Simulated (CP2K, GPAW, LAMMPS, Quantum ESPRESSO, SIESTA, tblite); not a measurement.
# Amorphous SiO1.7 (154 atoms): atom by atom

154 atoms (57 Si, 97 O) placed at random at 2.22 g/cm³, melted at 5000 K for 10 ps at fixed volume with the Tersoff Si-O potential (Munetoh et al., Comput. Mater. Sci. 39, 334 (2007)). Quenched from 5000 K to 100 K at 300 K/ps and fixed volume, held 5 ps.

Calculated values (tblite 0.8.0, GFN2-xTB tight binding, diagonalisation; levels smeared at 580 K; periodic xTB differs between programs; its forces lie 44 % r.m.s. from those of plane-wave PBE on this cell; Γ point; density 2.22 g/cm³) for the geometry as built.

Extended XYZ; positions in Å, forces in eV/Å, q the Mulliken charge in e:

```xyz
154
Lattice="13.312 0.000 0.000 0.000 13.312 0.000 0.000 0.000 13.312" Properties=species:S:1:pos:R:3:charge:R:1:forces:R:3 pbc="T T T"
Si 12.998 5.693 3.194 0.68 2.146 0.113 -0.616
Si 2.219 10.497 7.068 0.63 2.943 1.394 -1.112
Si 0.287 2.996 4.855 0.68 2.188 1.061 -1.670
Si 3.167 4.606 0.923 0.67 -0.220 -2.499 -0.977
Si 1.470 12.514 10.201 0.48 0.867 -3.043 -0.443
Si 1.085 2.630 7.550 0.70 3.206 1.068 0.544
Si 0.746 5.770 7.966 0.62 1.937 0.774 0.957
Si 2.906 8.949 3.121 0.40 1.193 0.994 0.697
Si 9.380 9.276 12.612 0.28 0.158 2.157 1.741
Si 0.039 7.683 5.419 0.47 -3.853 -2.686 2.067
Si 9.581 8.807 7.342 0.65 1.679 -0.973 1.546
Si 0.869 11.155 4.054 0.67 0.818 1.490 2.353
Si 7.382 3.203 9.240 0.63 -0.043 -0.186 -0.365
Si 11.890 3.118 12.137 0.47 0.314 1.208 1.847
Si 3.688 0.845 7.248 0.43 2.736 1.643 0.666
Si 7.415 1.602 2.888 0.54 1.571 -1.292 -0.604
Si 1.547 0.810 2.944 0.64 0.517 0.566 -1.509
Si 3.767 4.840 11.097 0.54 -0.330 -0.014 0.490
Si 1.263 2.294 0.228 0.73 0.826 -1.199 -0.626
Si 3.254 11.667 9.010 0.38 -1.299 0.458 0.059
Si 6.505 11.214 2.926 0.61 0.861 0.753 -0.311
Si 12.471 10.117 7.107 0.66 -1.607 -0.828 -0.259
Si 12.033 0.373 9.622 0.53 -1.326 -1.441 1.833
Si 8.264 0.211 9.828 0.63 0.304 -0.172 0.539
Si 0.043 8.585 2.492 0.64 -1.128 0.651 -0.916
Si 5.496 4.748 7.331 0.47 -1.048 1.404 2.060
Si 7.006 6.649 1.136 0.53 -0.187 -0.667 -0.035
Si 6.829 5.273 11.515 0.67 0.668 0.540 0.791
Si 4.880 10.985 11.673 0.53 0.908 -1.060 -1.091
Si 10.223 0.550 12.235 0.63 -1.283 -1.050 0.889
Si 10.928 8.580 10.180 0.42 -0.452 5.555 -0.219
Si 6.239 6.303 3.344 0.53 -1.458 -1.519 -1.457
Si 3.203 4.254 5.296 0.68 0.556 0.638 -1.302
Si 2.310 6.828 10.625 0.49 0.330 -0.074 -1.694
Si 4.983 9.168 0.916 0.64 1.817 1.654 0.097
Si 11.676 1.538 6.748 0.65 -2.428 -0.915 -0.123
Si 9.673 3.900 7.049 0.65 -1.081 0.266 0.962
Si 4.301 8.617 5.874 0.55 -1.918 0.149 0.317
Si 7.087 7.252 6.098 0.64 -0.373 0.107 0.770
Si 11.458 4.962 9.576 0.65 -0.035 -0.051 -0.811
Si 7.045 10.857 10.884 0.51 0.097 -0.151 0.869
Si 3.336 0.270 12.215 0.48 1.951 4.670 0.737
Si 9.318 12.575 1.859 0.67 0.160 -1.660 0.019
Si 7.172 10.463 7.767 0.42 -2.468 -2.428 0.013
Si 9.854 11.657 7.786 0.41 -0.734 3.094 -3.342
Si 9.752 6.480 11.820 0.66 -2.073 -1.845 -0.058
Si 1.990 2.181 10.466 0.68 -0.118 1.793 2.066
Si 5.006 11.823 5.778 0.63 -1.320 -0.477 0.329
Si 10.048 5.779 1.627 0.67 -0.022 0.184 -0.064
Si 8.526 4.273 4.041 0.64 0.203 0.009 0.205
Si 2.926 6.510 3.194 0.64 -1.049 -0.443 0.960
Si 2.382 7.544 0.562 0.64 -0.196 -0.229 -1.195
Si 10.274 9.467 1.594 0.49 -1.029 1.960 -0.718
Si 8.042 8.642 3.580 0.44 2.670 2.078 3.199
Si 11.460 12.696 4.359 0.51 -1.703 0.188 -1.807
Si 4.362 2.468 2.946 0.64 -1.860 0.219 0.076
Si 0.683 9.481 9.613 0.62 0.445 -0.675 2.212
O 13.207 7.331 3.737 -0.33 -0.451 2.670 -0.878
O 3.946 9.090 4.349 -0.38 0.915 -0.918 1.518
O 7.451 3.994 10.697 -0.31 0.429 -0.806 -0.562
O 7.251 12.389 10.390 -0.33 0.336 0.655 -0.294
O 1.272 9.630 3.274 -0.34 -2.423 0.092 -0.332
O 4.201 3.664 1.784 -0.35 0.170 -0.122 0.546
O 4.000 4.564 6.700 -0.29 0.572 -0.704 -1.039
O 4.168 3.257 4.363 -0.34 0.067 0.278 0.032
O 4.478 0.027 6.093 -0.35 0.064 -0.135 -1.009
O 4.160 10.876 10.156 -0.34 -0.277 0.354 0.239
O 10.385 5.866 10.451 -0.35 1.163 -0.335 -0.214
O 2.645 1.292 0.004 -0.40 1.434 -2.063 -0.635
O 12.564 11.516 4.081 -0.29 0.174 0.197 0.237
O 3.741 13.163 8.518 -0.37 0.014 -0.941 0.256
O 6.858 10.160 9.390 -0.32 0.943 0.604 -0.678
O 13.130 2.382 6.407 -0.32 -0.847 -0.399 0.061
O 11.281 0.041 11.075 -0.29 1.940 0.098 -1.999
O 2.345 0.518 10.904 -0.32 0.223 -0.314 -0.717
O 9.923 11.001 2.068 -0.37 0.615 -1.388 -1.359
O 7.473 1.568 9.291 -0.28 0.511 0.248 0.343
O 2.841 5.675 4.595 -0.41 -0.223 -1.463 2.244
O 9.196 4.527 5.570 -0.30 -0.363 -0.257 -0.669
O 11.415 1.126 8.328 -0.31 1.331 0.485 -0.619
O 0.264 13.286 9.487 -0.34 -1.332 0.115 -0.426
O 1.836 8.309 9.941 -0.31 -1.125 2.056 0.604
O 6.673 5.582 13.165 -0.35 -0.348 0.313 1.146
O 1.826 3.694 0.818 -0.39 0.931 1.443 0.499
O 0.676 6.647 6.576 -0.33 0.854 0.143 0.721
O 8.860 10.314 7.566 -0.29 -0.114 -0.764 0.606
O 9.354 12.912 8.715 -0.36 -0.908 0.073 2.175
O 11.936 9.197 1.856 -0.30 1.187 -0.981 0.875
O 12.562 8.837 10.190 -0.36 1.492 -0.384 -1.327
O 8.904 0.648 11.271 -0.35 0.426 0.234 0.313
O 11.659 6.007 2.179 -0.32 0.086 -0.706 0.615
O 12.869 4.325 4.109 -0.33 0.034 -0.993 0.513
O 12.682 5.822 8.861 -0.34 -0.419 -0.514 0.495
O 1.350 5.870 2.843 -0.48 -4.470 -1.919 0.920
O 3.483 8.591 1.524 -0.37 0.573 -0.395 -2.703
O 2.492 7.408 12.229 -0.34 -0.749 0.328 3.404
O 10.755 4.535 8.109 -0.35 -0.181 0.043 0.409
O 3.104 1.355 2.953 -0.31 0.505 0.259 0.146
O 10.285 13.002 3.208 -0.26 2.071 0.203 2.147
O 11.435 11.383 7.430 -0.39 2.955 -0.897 1.063
O 12.943 9.199 5.824 -0.36 2.545 0.709 -1.208
O 0.937 1.224 1.484 -0.36 -0.776 -0.232 1.491
O 6.263 11.464 6.849 -0.32 0.081 0.492 -0.127
O 8.205 2.670 3.829 -0.27 -0.425 -0.055 -0.512
O 3.150 9.153 6.909 -0.35 -0.321 -4.384 0.781
O 0.992 10.899 10.444 -0.41 -1.456 -1.553 -0.496
O 12.009 3.802 10.618 -0.33 -0.310 0.072 -0.597
O 2.444 1.888 7.005 -0.37 -2.261 -0.619 0.563
O 10.385 2.538 6.520 -0.33 1.496 -0.992 -0.049
O 5.792 1.650 2.770 -0.21 0.268 0.746 -0.014
O 7.703 12.067 2.128 -0.37 -2.316 -3.093 0.947
O 7.127 7.394 4.338 -0.34 -1.072 -0.499 -0.578
O 8.618 7.711 6.544 -0.30 -0.596 0.274 0.505
O 4.586 6.219 3.398 -0.44 3.417 0.767 -0.937
O 1.770 3.503 5.378 -0.39 -1.383 -0.355 -1.262
O 3.173 3.386 10.482 -0.31 -0.362 -0.044 0.178
O 10.682 2.096 12.470 -0.30 0.406 -0.076 -0.290
O 3.836 4.742 12.758 -0.36 -0.392 0.194 -0.039
O 8.666 6.711 1.450 -0.39 -1.356 -0.709 -0.075
O 5.605 11.813 4.200 -0.31 0.079 -0.114 0.058
O 8.171 10.269 12.011 -0.29 -0.641 -0.151 -1.417
O 4.634 9.741 12.757 -0.35 -0.346 0.149 -0.092
O 13.098 2.945 13.197 -0.34 -4.257 0.998 1.367
O 6.628 5.738 6.595 -0.28 0.585 1.339 -0.873
O 6.025 3.756 8.514 -0.28 -0.766 -0.265 -1.086
O 2.858 6.147 1.475 -0.32 2.295 0.453 -3.005
O 1.503 12.504 3.307 -0.29 -0.245 -0.190 0.188
O 1.040 2.246 9.130 -0.41 0.157 0.140 0.736
O 5.566 10.478 1.772 -0.32 -0.632 -1.031 -0.195
O 8.105 6.340 11.510 -0.37 1.420 0.164 -0.627
O 1.450 11.095 5.652 -0.37 -1.974 -0.256 -1.470
O 1.138 2.292 11.866 -0.45 2.038 0.262 -4.619
O 9.975 8.359 8.890 -0.35 -0.744 -1.354 -0.704
O 0.540 1.650 3.958 -0.35 -0.416 0.854 1.119
O 6.269 8.122 0.852 -0.35 -0.501 -0.313 -0.100
O 4.431 12.388 12.324 -0.29 -1.447 -0.595 0.441
O 10.040 8.111 11.591 -0.30 0.258 -3.002 -0.129
O 7.041 4.945 3.860 -0.38 0.150 0.212 0.123
O 10.063 12.936 0.331 -0.29 -0.297 1.158 -1.071
O 9.475 4.652 2.722 -0.32 0.066 0.491 0.412
O 9.355 8.580 2.639 -0.33 0.515 0.364 -0.757
O 0.884 7.968 1.199 -0.35 0.841 0.264 -0.238
O 10.231 5.844 13.272 -0.34 0.658 -0.032 -0.806
O 3.610 10.975 6.126 -0.49 4.294 3.699 -1.863
O 11.476 0.185 5.788 -0.27 0.721 1.518 0.050
O 5.798 8.300 6.379 -0.31 0.609 -0.339 -0.081
O 8.346 3.762 8.034 -0.33 1.599 -0.336 -0.613
O 11.136 9.099 6.922 -0.41 -2.166 -0.572 0.377
O 8.417 0.680 1.980 -0.26 -1.367 5.243 1.220
O 1.227 4.258 7.514 -0.37 -1.093 -0.400 0.988
O 7.384 10.106 3.735 -0.34 -0.447 -1.770 -0.537
O 0.709 10.002 7.953 -0.37 -1.602 -0.420 0.467
O 5.343 5.295 10.821 -0.30 -0.340 0.031 0.519
O 1.899 6.230 9.099 -0.36 -1.403 -1.586 -1.317
```

The quench rate of 300 K/ps is many orders above laboratory rates, so the cell is likely richer in defects and strain than a real sample. The network of bonds at the start is that of the classical potential that made the cell, and needn't be the one that DFT or experiment would give. Only the Γ point is sampled, in a cell whose shortest periodic width is 13 Å.

The r.m.s. force component is 1.31 eV/Å; the longest force, 5.97 eV/Å, acts on O144.

[Logs are printed without paths, hosts, clocks, repeated set-up lines and the standing remarks that a program may print on its own settings, such as how far it seeks lower states.]

[Hosts, paths, dates, database ids (printed as entryN), source tags and the programs' standing remarks are cut or masked in the printed files.]
